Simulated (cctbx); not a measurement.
**Cs2Cr4Te: precision against data quality**

Space group C2/m (no. 12), a = 10.6400 Å, b = 8.6680 Å, c = 5.3240 Å, α = 90.00°, β = 118.07°, γ = 90.00°.

| atom | mult. | x | y | z | Ueq (Å²) |
| --- | --- | --- | --- | --- | --- |
| Cs1 | 4 | 0.1800 | 1/2 | 0.3650 | 0.0186 |
| Te1 | 2 | 0 | 0 | 0 | 0.0311 |
| Cr1 | 8 | 0.0860 | 0.7639 | 0.7524 | 0.0113 |

The model is made up (kin elements in a known structure type, no relaxation), so it says nothing on whether the phase exists.

Five simulated data sets (cctbx; Ag Kα, λ = 0.56087 Å; 6 % proportional error) differ in resolution or exposure (noise floor 2 counts in the first three, 8 in the last two). Each is refined with the right model, isotropic at 1.1 Å and anisotropic otherwise. How do the figures of merit and the uncertainties move?

| d min (Å) | top counts | ⟨I/σ⟩ (unmerged, absences included) | unique | param. (scale apart) | Rint | R1 | GooF | largest s.u. xyz (fractional) | s.u. U of Cr1 (Å²) | largest error (Å) |
| --- | --- | --- | --- | --- | --- | --- | --- | --- | --- | --- |
| 1.1 | 40000 | 6.8 | 188 | 8 | 0.041 | 0.0430 | 3.26 | 0.00061 | 0.0014 | 0.0037 |
| 0.84 | 40000 | 6.3 | 411 | 19 | 0.043 | 0.0163 | 0.95 | 0.00010 | 0.0003 | 0.0016 |
| 0.6 | 40000 | 5.3 | 1105 | 19 | 0.042 | 0.0195 | 0.95 | 0.00005 | 0.0001 | 0.0002 |
| 0.75 | 300 | 0.6 | 565 | 19 | 0.376 | 0.1080 | 0.95 | 0.00154 | 0.0034 | 0.0244 |
| 0.75 | 3000 | 2.6 | 565 | 19 | 0.083 | 0.0371 | 0.96 | 0.00030 | 0.0007 | 0.0043 |

GooF reaches 3.26 where the model lacks something that the data hold (anisotropy at the isotropic level, for one). The s.u. of U for Cr1 goes 0.0014, 0.0003, 0.0001 Å² with resolution and 0.0034, 0.0007 Å² with exposure.

The 1.1 Å row also differs in its displacement model, so it isn't a clean test of resolution.

Hardware for the 0.6 Å refinement: 0.38 s on 1 thread of Arm Neoverse V2 (shared host), peak memory 0.09 GiB.
